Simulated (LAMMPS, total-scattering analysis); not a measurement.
## A molecular-dynamics model of LiCl and its diffraction

Aim: a model of LiCl on cooling, with the X-ray and neutron patterns it would give.

Method: classical molecular dynamics (LAMMPS) with the Lennard-Jones and Coulomb ion parameters for SPC/E (Joung and Cheatham, J. Phys. Chem. B 112, 9020 (2008)), full charges. Composition: Li 50.0, Cl 50.0 atom %; 600 atoms.

## The run

The step of 2 fs has to resolve the fastest vibration, that of the lightest atoms and stiffest bonds. The random start is relaxed with capped moves and melted at fixed volume, so that it is forgotten as far as a few ps allow. The hottest part of the cooling also runs at fixed volume, because an open network can foam at zero pressure; below that the barostat finds the density. Long-range Coulomb forces go by PPPM, as in the potential's fit.

The input, in.lmp:

```
# melt and quench of LiCl
units metal
atom_style charge
boundary p p p
region box block 0 25.2999 0 25.2999 0 25.2999
create_box 2 box
mass 1 6.9400   # Li
mass 2 35.4500   # Cl
create_atoms 1 random 300 6736 NULL overlap 2.16 maxtry 2000
create_atoms 2 random 300 6743 NULL overlap 2.16 maxtry 2000
pair_style lj/cut/coul/long 9.0
pair_modify mix arithmetic tail yes
pair_coeff 1 1 0.014602 1.4094   # Li
pair_coeff 2 2 0.000554 4.8305   # Cl
set type 1 charge 1
set type 2 charge -1
kspace_style pppm 1.0e-4
neigh_modify delay 0 every 1 check yes
thermo_style custom step time temp pe press density
thermo_modify norm yes
timestep 0.002
thermo 100
minimize 1e-4 1e-4 200 2000
reset_timestep 0
velocity all create 1800 6737 mom yes dist gaussian
fix lim all nve/limit 0.05
fix lan all langevin 1800 1800 0.2 6738 zero yes
thermo 500
run 1000 post no
unfix lim
unfix lan
thermo 1333
fix md all nvt temp 1800 1800 0.2
run 4000 post no
unfix md
thermo 500
fix md all nvt temp 1800 1700 0.2
run 1000 post no
unfix md
thermo 100
fix md all npt temp 1700 1600 0.2 iso 0 0 2
run 500 post no
unfix md
thermo 1250
fix md all npt temp 1600 1600 0.2 iso 0 0 2
run 2500 post no
unfix md
print "== production at 1600 K"
dump d all custom 200 s0.traj id type xu yu zu
dump_modify d sort id format float %.3f
thermo 100
fix md all npt temp 1600 1600 0.2 iso 0 0 2
run 4000 post no
unfix md
undump d
[... 1 more blocks of the same form, at 1200 K ...]
thermo 200
fix md all npt temp 1200 1000 0.2 iso 0 0 2
run 1000 post no
unfix md
thermo 1250
fix md all npt temp 1000 1000 0.2 iso 0 0 2
run 2500 post no
unfix md
print "== production at 1000 K"
dump d all custom 200 s2.traj id type xu yu zu
dump_modify d sort id format float %.3f
thermo 100
fix md all npt temp 1000 1000 0.2 iso 0 0 2
run 4000 post no
unfix md
undump d
```

```console
$ lmp -in in.lmp -log none -nocite
```

```text
[a thinned log: between the lines shown up to 5 are left out unmarked, longer gaps are marked]
LAMMPS (22 Jul 2025 - Update 4)
Created orthogonal box = (0 0 0) to (25.2999 25.2999 25.2999)
Created 300 atoms
Created 300 atoms
PPPM initialization ...
  G vector (1/distance) = 0.31260237
  grid = 18 18 18
  estimated relative force accuracy = 6.5869814e-05
   Step          Time           Temp          PotEng         Press         Density
         0   0              0              2.2858909      820293.49      1.3039992
       100   0.2            0             -4.305045      -5703.3214      1.3039992
       114   0.228          0             -4.3137935     -5678.5372      1.3039992
Loop time of 0.238776 s on 1 MPI rank(s) for 114 steps with 600 atoms
Minimization stats:
  Iterations, force evaluations = 114 130
[... 8 lines left out ...]
      2666   5.332          1753.3677     -4.0786148      13982.388      1.3039992
[... 8 lines left out ...]
   Step          Time           Temp          PotEng         Press         Density
[... 8 lines left out ...]
      6500   13             1627.171      -4.0630671      1795.9033      1.1347106
== production at 1600 K (one thermo line in eight is kept)
     10600   21.2           1622.9329     -4.0545583     -233.17119      1.056841
[... 8 lines left out ...]
     14000   28             1456.4138     -4.0890769      1155.4498      1.1085779
[... 9 lines left out ...]
== production at 1200 K (one thermo line in eight is kept)
[... 20 lines left out ...]
     25000   50             990.62313     -4.1884027      16.991721      1.3099241
Loop time of 5.01194 s on 1 MPI rank(s) for 2500 steps with 600 atoms
== production at 1000 K (one thermo line in eight is kept)
   Step          Time           Temp          PotEng         Press         Density
     25000   50             990.62313     -4.1884126      14.220683      1.3099241
     25800   51.6           989.89073     -4.2095089     -2296.0196      1.3137155
     26600   53.2           956.12721     -4.1986004      689.39312      1.2863486
     27400   54.8           1024.1705     -4.2060974      4303.5282      1.321594
     28200   56.4           970.86846     -4.198909       952.31862      1.2969425
     29000   58             973.58121     -4.2017045      1682.5739      1.3205847
Loop time of 7.92432 s on 1 MPI rank(s) for 4000 steps with 600 atoms
```

Time and hardware: 54 s on 1 thread of Arm Neoverse V2, with other jobs on the host, peak memory 0.1 GiB.

## Analysis

S(Q) is the Faber–Ziman total, Σ ci cj fi fj (Sij − 1)/⟨f⟩² + 1. Below 4 Å⁻¹ the partials are summed on the cell's own reciprocal vectors (from 0.23 Å⁻¹) and folded with a Gaussian of σ = 0.07 Å⁻¹; above it they are transforms of g(r) out to 13.4 Å, tapered over the last 40 %. X-rays take neutral-atom form factors, neutrons coherent lengths (Li -1.93, Cl 9.5792 fm). Absorption by Li is ignored. G(r) = 4πrρ₀[g(r) − 1] carries the resolution of a Lorch-windowed transform up to 18 Å⁻¹. The patterns are simulated, not measured. These ion parameters were fitted for water; with full charges and no polarisation the melts tend to be sluggish and to freeze at too high a temperature. Each stop is averaged over 20 or 21 frames.

| T (K) | state | density (g/cm³) | first clear X-ray maximum (Å⁻¹) | its height (X-ray) | first clear neutron maximum (Å⁻¹) | its height (neutron) | Li–Cl (Å) | Cl around Li | Cl–Cl (Å) | held | D over the elements, rough (10⁻⁹ m²/s) |
| --- | --- | --- | --- | --- | --- | --- | --- | --- | --- | --- | --- |
| 1600 | liquid | 1.057 | 1.85 | 2.02 | 1.84 | 5.35 | 2.42 | 4.03 | 3.92 | pressure | 13 to 18 |
| 1200 | liquid | 1.213 | 1.88 | 2.45 | 1.88 | 6.91 | 2.44 | 4.21 | 3.98 | pressure | 5.3 to 8.9 |
| 1000 | liquid | 1.294 | 1.91 | 2.76 | 1.90 | 7.97 | 2.46 | 4.42 | 3.82 | pressure | 2.7 to 4.8 |

neutron S(Q):

```tsv
Q (Å⁻¹)	1600 K	1200 K	1000 K
0.8	-1.86	-2.00	-2.08
1.1	-1.65	-1.85	-1.94
1.4	-0.87	-1.30	-1.50
1.7	3.41	2.65	1.96
2.0	3.23	4.76	5.86
2.3	0.64	0.47	0.32
2.6	0.20	-0.09	-0.25
2.9	0.29	0.14	0.03
3.2	0.79	0.69	0.65
3.5	1.17	1.21	1.32
3.8	1.20	1.28	1.48
4.1	1.12	1.13	1.14
4.4	1.07	1.05	1.01
4.7	1.04	1.00	1.00
5.0	1.03	1.02	1.01
5.3	0.97	1.01	1.02
5.6	0.93	0.93	0.95
5.9	0.90	0.88	0.84
6.2	0.93	0.89	0.89
6.5	0.99	1.00	0.99
6.8	1.07	1.10	1.12
7.1	1.10	1.13	1.16
7.4	1.06	1.08	1.08
7.7	0.99	0.99	0.98
8.0	0.95	0.92	0.90
8.3	0.95	0.91	0.90
8.6	0.96	0.96	0.96
8.9	0.99	1.01	1.02
```

At 1000 K the maxima of S(Q), Q in Å⁻¹ (height), are X-ray: 1.91 (2.76), 3.52 (1.34), 5.46 (1.14); neutron: 1.90 (7.97), 3.75 (1.50), 7.02 (1.17), 9.52 (1.06). Its shells:

```
 pair  first peak (Å)  g there  first minimum (Å)  g there                    neighbours  X-ray weight (f = Z)  neutron weight
Li–Cl            2.46      5.7               3.70     0.37  4.4 Cl per Li, 4.4 Li per Cl                  0.26           -0.63
Cl–Cl            3.82      2.3               5.60     0.57                          12.9                  0.72            1.57
Li–Li            3.96      1.8               5.64     0.66                          13.1                  0.02            0.06
```

Bonded neighbours (only these pairs count: cutoffs Li–Cl 3.7 Å): Li: 3 6.8 %, 4 53 %, 5 35 %, 6 5.9 %; Cl: 3 7.9 %, 4 50 %, 5 36 %, 6 5.7 %. For Li–Cl g doesn't fall to zero at the cutoff, so those shares hang on where it is put. Cl–Li–Cl peak at 92° and Li–Cl–Li peak at 86°. These counts come from 4 frames.

The tapered transform alone would put 6.76 at the neutron maximum of 1.90 Å⁻¹, where the reciprocal vectors give 7.97: a cut in r lowers sharp peaks, which is why the direct sum is used there.

**Reading.** From 1600 to 1000 K the sample stays a liquid, and the density goes from 1.057 to 1.294 g/cm³. The first Li–Cl shell holds 4.4 Cl at 2.46 Å. The first Cl–Cl shell holds 12.9 Cl at 3.82 Å, with no empty gap behind it, so neighbours come and go. In Bhatia–Thornton form S_CC/(c₁c₂) peaks at 1.90 Å⁻¹ with 3.87, the mark of chemical order: unlike neighbours are preferred. Unlike atoms are nearest: the pair functions peak at 2.46 Å (Li–Cl) and 3.82 Å (Cl–Cl). The ratio of these peaks, 1.55 (±0.04), compares with 1.73 for a triangle, 1.63 for a tetrahedron and 1.41 for an octahedron, and Li has 4.4 anions. The weights that differ most between the probes (X-ray, neutron): Li–Cl 0.26 and -0.63, Cl–Cl 0.72 and 1.57 and Li–Li 0.02 and 0.06. At 1.90 Å⁻¹ neutrons show a peak (7.97) where X-rays give 2.74: term by term, w(S − 1) with f = Z as a rough X-ray weight: Li–Cl +1.93 against -0.78, Cl–Cl +4.83 against +2.22 and Li–Li +0.14 against +0.05 (neutron against X-ray).

[Logs are printed without paths, hosts, clocks, repeated set-up lines and the standing remarks that a program may print on its own settings, such as how far it seeks lower states.]
